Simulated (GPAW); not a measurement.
## A GW chain in GPAW: NbInO4 (P2/c)

How does a plane-wave GW calculation on NbInO4 (P2/c) run from the first input to the gap?

Calculated with GPAW 26.7.0; LDA and many-body steps on it, plane waves.

**The experiments to reproduce.**

- Gap 4.7 eV: direct gap from Elliott-Toyozawa fit; diffuse reflectance; 300 K; powder (“Accurate Determination of the Band-Gap Energy of the Rare-Earth Niobate Series”, 2024, arxiv:2401.13477).

### Step 1. Starting point

It takes space group P2/c (No. 13, monoclinic). Conventional cell: a = 4.835 Å, b = 5.771 Å, c = 5.144 Å, α = 90.00°, β = 91.13°, γ = 90.00°. Nb has 6 O at 1.88 to 2.15 Å nearest. In has 6 O at 2.10 to 2.23 Å nearest. Nearest to O lie 1 Nb at 1.88 Å and 2 In at 2.15 to 2.23 Å. Nearest to O lie 2 Nb at 1.98 to 2.15 Å and 1 In at 2.10 Å. Farther neighbours and most contacts between anions are not listed.

The cell and positions come from the Crystallography Open Database and are kept as given unless a step says otherwise.

### Step 2. Ground state

This step: GPAW 26.7.0; DFT, LDA, plane waves, PAW.

The ground-state density comes first.

run.py

```python
import json
import numpy as np
from gpaw.mpi import world
from ase import Atoms
from gpaw import GPAW, PW, FermiDirac

atoms = Atoms(['Nb', 'Nb', 'In', 'In', 'O', 'O', 'O', 'O', 'O', 'O', 'O', 'O'],
    cell=[[4.8355000000, 0.0000000000, 0.0000000000],
      [0.0000000000, 5.7709000000, 0.0000000000],
      [-0.1014445258, 0.0000000000, 5.1429996119]],
    scaled_positions=[[0.0000000000, 0.1779000000, 0.2500000000],
      [0.0000000000, 0.8221000000, 0.7500000000],
      [0.5000000000, 0.6825000000, 0.2500000000],
      [0.5000000000, 0.3175000000, 0.7500000000],
      [0.2600000000, 0.6180000000, 0.9010000000],
      [0.7400000000, 0.6180000000, 0.5990000000],
      [0.7400000000, 0.3820000000, 0.0990000000],
      [0.2600000000, 0.3820000000, 0.4010000000],
      [0.2170000000, 0.8980000000, 0.4380000000],
      [0.7830000000, 0.8980000000, 0.0620000000],
      [0.7830000000, 0.1020000000, 0.5620000000],
      [0.2170000000, 0.1020000000, 0.9380000000]],
    pbc=(True, True, True))
calc = GPAW(mode=PW(600),
    xc='LDA',
    kpts={'size': (6, 4, 6), 'gamma': True},
    occupations=FermiDirac(0.001),
    nbands=-12,
    convergence={'density': 1e-6, 'bands': -3},
    maxiter=100,
    txt='gs.txt')
atoms.calc = calc
res = {'energy': atoms.get_potential_energy()}
kpts = calc.get_ibz_k_points()
res['kpts'] = kpts
res['eigenvalues'] = [calc.get_eigenvalues(kpt=k) for k in range(len(kpts))]
res['n_electrons'] = calc.get_number_of_electrons()
calc.write('gs.gpw')

if world.rank == 0:
    with open('result.json', 'w') as f:
        json.dump(res, f, default=lambda x: x.tolist())
```

On the command line:

```console
mpirun -n 8 gpaw python run.py
```

Numbers of over 12 decimals in the logs are rounded to 6 here.

Output:

```text
__  _  _
 | _ |_)|_||  |
 |__||  | ||/\| - 26.7.0

Input parameters:
  mode=PW(ecut=600.0),
  convergence={'density': 1e-06, 'bands': -3},
  kpts=MonkhorstPack(size=(6, 4, 6), gamma=True),
  maxiter=100,
  nbands=-12,
  occupations=Occupations(name='fermi-dirac', width=0.001, fixmagmom=False),
  xc=XC(name='LDA')
  [... matrices ...]
Diagonalizing LCAO Hamiltonian
Converting LCAO to pw mode

         Nb O
         O
            O In O
           O   IO
                   O
       Nb        O

Atoms  # Å, Bohr magnetons
|    | symbol |         x |        y |        z |    initial magnetic moments |
|  0 |     Nb | -0.025361 | 1.026643 | 1.285750 | ( 0.0000,  0.0000,  0.0000) |
|  1 |     Nb | -0.076083 | 4.744257 | 3.857250 | ( 0.0000,  0.0000,  0.0000) |
|  2 |     In |  2.392389 | 3.938639 | 1.285750 | ( 0.0000,  0.0000,  0.0000) |
|  3 |     In |  2.341667 | 1.832261 | 3.857250 | ( 0.0000,  0.0000,  0.0000) |
|  4 |      O |  1.165828 | 3.566416 | 4.633843 | ( 0.0000,  0.0000,  0.0000) |
|  5 |      O |  3.517505 | 3.566416 | 3.080657 | ( 0.0000,  0.0000,  0.0000) |
|  6 |      O |  3.568227 | 2.204484 | 0.509157 | ( 0.0000,  0.0000,  0.0000) |
|  7 |      O |  1.216551 | 2.204484 | 2.062343 | ( 0.0000,  0.0000,  0.0000) |
|  8 |      O |  1.004871 | 5.182268 | 2.252634 | ( 0.0000,  0.0000,  0.0000) |
|  9 |      O |  3.779907 | 5.182268 | 0.318866 | ( 0.0000,  0.0000,  0.0000) |
| 10 |      O |  3.729185 | 0.588632 | 2.890366 | ( 0.0000,  0.0000,  0.0000) |
| 11 |      O |  0.954149 | 0.588632 | 4.824134 | ( 0.0000,  0.0000,  0.0000) |

Unit cell  # Å
| periodic |         x |        y |        z |  lengths |    angles |
|      yes |  4.835500 | 0.000000 | 0.000000 | 4.835500 | 90.000000 |
|      yes |  0.000000 | 5.770900 | 0.000000 | 5.770900 | 91.130000 |
|      yes | -0.101445 | 0.000000 | 5.143000 | 5.144000 | 90.000000 |

Number of symmetries: 2
Symmetry operations  # r_c * U_cc + t_c -> r_c
|   | kind |            matrix            |
| 0 |  E   |  1, 0, 0,  0, 1, 0,  0, 0, 1 |
| 1 |  i   | -1, 0, 0,  0,-1, 0,  0, 0,-1 |

BZ-sampling:
  Number of BZ points: 144
  Number of IBZ points: 76

  Monkhorst-Pack size: [6, 4, 6]
  Monkhorst-Pack shift: [0.083333, 0.125, 0.083333]

K-points  # in reciprocal-cell coordinates
|     |                                coordinates |     weight |
|   0 | (  0.00000000,   0.00000000,   0.00000000) | 0.00694444 |
|   1 | (  0.00000000,   0.00000000,   0.16666667) | 0.01388889 |
|   2 | (  0.00000000,   0.00000000,   0.33333333) | 0.01388889 |
|   3 | (  0.00000000,   0.00000000,   0.50000000) | 0.00694444 |
|   4 | (  0.00000000,   0.25000000,  -0.33333333) | 0.01388889 |
|   5 | (  0.00000000,   0.25000000,  -0.16666667) | 0.01388889 |
|   6 | (  0.00000000,   0.25000000,   0.00000000) | 0.01388889 |
|   7 | (  0.00000000,   0.25000000,   0.16666667) | 0.01388889 |
|   8 | (  0.00000000,   0.25000000,   0.33333333) | 0.01388889 |
|   9 | (  0.00000000,   0.25000000,   0.50000000) | 0.01388889 |
| ... |                                            |            |
|  75 | (  0.50000000,   0.50000000,   0.50000000) | 0.00694444 |

Plane wave coefficients: 4814
Cutoff: 600.0 eV

Spin-components: 1 (collinear spins)
Bands:           62
Projectors:      64
Spin-degeneracy: 2
Datatype:        complex128

  Storage: CPU
  Wave functions: 361_052_288 bytes (45_131_536 per core)
  Projectors: 221_290_112 bytes (27_661_264 per core)
  [... matrices ...]
Parallelization:
  kpt:    8
  domain: 1
  band:   1

Density:
  Valence electrons: 100.0
  Components: 1
  Grid points: [28 35 30]
  Charge: 0.0  # |e|

Potential:
  Grid points: [28 35 30]

species:
  Nb:
    name:    Niobium
    Z:       41.0
    valence: 13
    core:    28
    charge:  0.0  # [|e|]
    compensation charges:
      type: gauss
      rc: 0.40  # [Å]
      lmax: 2
    cutoffs:
      filter: 2.35  # [Å]
      core: 1.51  # [Å]
    projectors
    | kind |    occ | energy [eV] | rcut [Å] |
    |   4s |  2.000 |     -58.430 |    1.323 |
    |   5s |  1.000 |      -4.193 |    1.323 |
    |   4p |  6.000 |     -34.616 |    1.323 |
    |   5p |  0.000 |      -1.221 |    1.323 |
    |   4d |  4.000 |      -3.208 |    1.244 |
    |    d |        |      24.003 |    1.244 |

    Using partial waves for Nb as LCAO basis

  In:
    name:    Indium
    Z:       49.0
    valence: 13
    core:    36
    charge:  0.0  # [|e|]
    compensation charges:
      type: gauss
      rc: 0.36  # [Å]
      lmax: 2
    cutoffs:
      filter: 2.09  # [Å]
      core: 2.48  # [Å]
    projectors
    | kind |    occ | energy [eV] | rcut [Å] |
    |   5s |  2.000 |      -8.474 |    1.185 |
    |   5p |  1.000 |      -2.700 |    1.244 |
    |   4d | 10.000 |     -18.723 |    1.148 |
    |    s |        |      18.738 |    1.185 |
    |    p |        |      24.512 |    1.244 |
    |    d |        |       8.489 |    1.148 |

    Using partial waves for In as LCAO basis

  O:
    name:    Oxygen
    Z:       8.0
    valence: 6
    core:    2
    charge:  0.0  # [|e|]
    compensation charges:
      type: gauss
      rc: 0.21  # [Å]
      lmax: 2
    cutoffs:
      filter: 1.17  # [Å]
      core: 0.83  # [Å]
    projectors
    | kind |    occ | energy [eV] | rcut [Å] |
    |   2s |  2.000 |     -23.752 |    0.688 |
    |   2p |  4.000 |      -9.195 |    0.598 |
    |    s |        |       3.459 |    0.688 |
    |    p |        |      18.016 |    0.598 |
    |    d |        |       0.000 |    0.619 |

    Using partial waves for O as LCAO basis

Reference energy: -543482.905507  # eV

eigensolver:
  PPCG
  Converge bands: -3
  niter=2

density mixing:
  MSR1-Mixer
  Pratt-step length: 0.05
  Maximum mixing coefficient: 0.75
  Old densities: 10
  SVD Regularization: 0.005
  Good broyden scale: 1.0
  Trust region scale: 1.0
  Backstep threshold: 4.0
  History deletion threshold: 6.0
  Fourier metric: weight=20.0, sigma=0.015

occupation numbers:
  Fermi-Dirac:
    width: 0.0010  # eV

poisson solver:
  ecut: 4800.0  # eV

xc functional:
  name: None

Initialization done in: 7.350 s

convergence criteria:
- Maximum integral of absolute [dens]ity change: 1e-06 electrons / valence electron
- Maximum [total energy] change in last 3 cyles: 0.0005 eV / valence electron
- Maximum integral of absolute [eigenst]ate change: 4e-08 eV^2 / valence electron
maximum number of iterations: 100

SCF iterations
|iter     |     time |      energy | eigst |  dens |
|iter:   1|  | -124.507379 | +0.36 |       |
|iter:   2|  | -118.918552 | -0.82 | -0.80 |
|iter:   3|  | -105.760101 | +0.44 | -0.86 |
|iter:   4|  | -105.375041 | -0.76 | -1.44 |
|iter:   5|  | -105.221184 | -1.50 | -1.64 |
|iter:   6|  | -105.192695 | -2.01 | -1.99 |
|iter:   7|  | -105.184888c| -2.84 | -2.46 |
|iter:   8|  | -105.184709c| -3.73 | -2.97 |
|iter:   9|  | -105.184636c| -4.41 | -3.57 |
|iter:  10|  | -105.184636c| -4.83 | -4.16 |
|iter:  11|  | -105.184636c| -5.16 | -4.88 |
|iter:  12|  | -105.184636c| -5.56 | -5.55 |
|iter:  13|  | -105.184636c| -5.97 | -6.15c|
|iter:  14|  | -105.184636c| -6.30 | -6.77c|
|iter:  15|  | -105.184636c| -6.55 | -7.26c|
|iter:  16|  | -105.184636c| -6.87 | -7.90c|
|iter:  17|  | -105.184636c| -7.13 | -8.33c|
|iter:  18|  | -105.184636c| -7.42c| -8.78c|

Converged in 18 steps
SCF loop duration: 68.619 s (3.812 s/step)
Energy contributions relative to reference atoms: (reference = -543482.905507)
  [... matrices ...]
Energy contributions:
  Kinetic:         105.224231
  Coulomb:        -118.301937
  Zero:             -0.091318
  External:          0.000000
  Xc:              -92.015611
  Entropy:          -0.000000
  Spinorbit:         0.000000
  ----------------------------
  Free energy:    -105.184636
  Extrapolated:   -105.184636

dipole moment: (-35.762864, 0.000006, 0.000005)  # |e|*Ang

Fermi level: 5.632
Eigenvalues  # (at kpt = [0.000, 0.000, 0.000])
| band index |      eig [eV] | occ [0-2] |
|          0 |       -49.085 |     2.000 |
|        ... |               |           |
|         42 |         3.552 |     2.000 |
|         43 |         4.287 |     2.000 |
|         44 |         4.357 |     2.000 |
|         45 |         4.485 |     2.000 |
|         46 |         4.596 |     2.000 |
|         47 |         4.605 |     2.000 |
|         48 |         4.957 |     2.000 |
|         49 |         4.994 |     2.000 |
|         50 |         8.619 |     0.000 |
[...]
|         54 |         9.457 |     0.000 |
|         55 |        10.180 |     0.000 |
|         56 |        10.208 |     0.000 |
|         57 |        11.745 |     0.000 |
|        ... |               |           |
|         61 |        13.634 |     0.000 |

Gap: 3.208 eV
Transition (v -> c):
  (s=0, k=44, n=49, [0.33, 0.00, -0.33]) -> (s=0, k=25, n=50, [0.17, 0.00, 0.50])
Direct/indirect transitions are different
Direct gap: 3.351 eV
Transition at: (s=0, k=10, n=49, [0.00, 0.50, 0.00])
# Writing to gs.gpw (mode='')
  [... matrices ...]

timing:  # [seconds]
  Total: 76.025  # ━━━━━━━━━━━━━━━━━━━━━━━━━━━━━━━━━━━━━━━━━━━━━━━━━━━━━━━━━━
  Init:   6.991  # ━━━━━╸
  SCF:   68.619  # ━━━━━━━━━━━━━━━━━━━━━━━━━━━━━━━━━━━━━━━━━━━━━━━━━━━━╸
```

Wall time 78 s (8 MPI ranks of Intel Xeon Platinum 8488C (Sapphire Rapids), shared host); peak memory 2.4 GiB; 10 min of CPU time.

This step gave:

| Quantity | Value |
| --- | --- |
| total energy | -105.1846 eV |
| gap | 3.208 eV |
| k of the valence top | 0.3333, 0, -0.3333 |
| k of the conduction bottom | 0.1667, 0, 0.5 |
| least direct gap | 3.351 eV |

The gap is indirect, with the least direct gap 0.14 eV higher.

### Step 3. Empty states on the mesh, 4×2×4 mesh, 125 bands

The sums over transitions need many empty states on a uniform mesh; this step solves for them.

run.py

```python
import json
import numpy as np
from gpaw.mpi import world
from gpaw import GPAW

calc = GPAW('gs.gpw').fixed_density(kpts={'size': (4, 2, 4), 'gamma': True},
    nbands=145,
    convergence={'bands': 125},
    txt='nscf.txt')
calc.write('full.gpw', mode='all')
res = {}
kpts = calc.get_ibz_k_points()
res['kpts'] = kpts
res['eigenvalues'] = [calc.get_eigenvalues(kpt=k) for k in range(len(kpts))]
res['n_electrons'] = calc.get_number_of_electrons()

if world.rank == 0:
    with open('result.json', 'w') as f:
        json.dump(res, f, default=lambda x: x.tolist())
```

On the command line:

```console
mpirun -n 8 gpaw python run.py
```

Output:

```text
Diagonalizing LCAO Hamiltonian
Converting LCAO to pw mode
convergence criteria:
- Maximum integral of absolute [eigenst]ate change: 4e-08 eV^2 / valence electron
maximum number of iterations: 100

SCF iterations
|iter     |     time |      energy | eigst |  dens |
|iter:   1|  |             | +3.31 |       |
|iter:   2|  |             | +1.96 |       |
|iter:   3|  |             | +0.93 |       |
[...]
|iter:  12|  |             | -6.28 |       |
|iter:  13|  |             | -7.05 |       |
|iter:  14|  |             | -7.47c|       |
SCF steps: 14
  __  _  _
 | _ |_)|_||  |
 |__||  | ||/\| - 26.7.0

Input parameters:
  mode=PW(ecut=600.0),
  convergence={'bands': 125},
  gpts=array([28, 35, 30]),
  kpts=MonkhorstPack(size=(4, 2, 4), gamma=True),
  maxiter=100,
  nbands=145,
  occupations=Occupations(name='fermi-dirac', width=0.001, fixmagmom=False),
  parallel={},
  xc=XC(name='LDA')
# Writing to full.gpw (mode='all')
  [... matrices ...]

timing:  # [seconds]
  Total: 0.223  # ━━━━━━━━━━━━━━━━━━━━━━━━━━━━━━━━━━━━━━━━━━━━━━━━━━━━━━━━━━━
```

Run time: 48 s. Hardware: 8 MPI ranks; peak memory 2.1 GiB.

This step gave:

* gap: 3.239 eV
* k of the valence top: 0.25, 0, -0.25
* k of the conduction bottom: 0.25, 0, 0.5
* least direct gap: 3.351 eV
* k points computed: 20
* lowest point of the top converged band, above the valence top: 33.35 eV

On this mesh the gap is 3.239 eV. The earlier step found 3.208 eV, so this mesh misses an edge.

[end of part 1 of 2]

[Paths, hosts, dates, memory and timing lines, banners, echoed tables and standing remarks are left out of the program output.]

[Logs are printed without paths, hosts, clocks, repeated set-up lines and the standing remarks that a program may print on its own settings, such as how far it seeks lower states.]

[Runs of the session that timed out or met a known fault of the program may be left out.]

[Hosts, paths, dates, database ids (printed as entryN), source tags and the programs' standing remarks are cut or masked in the printed files.]
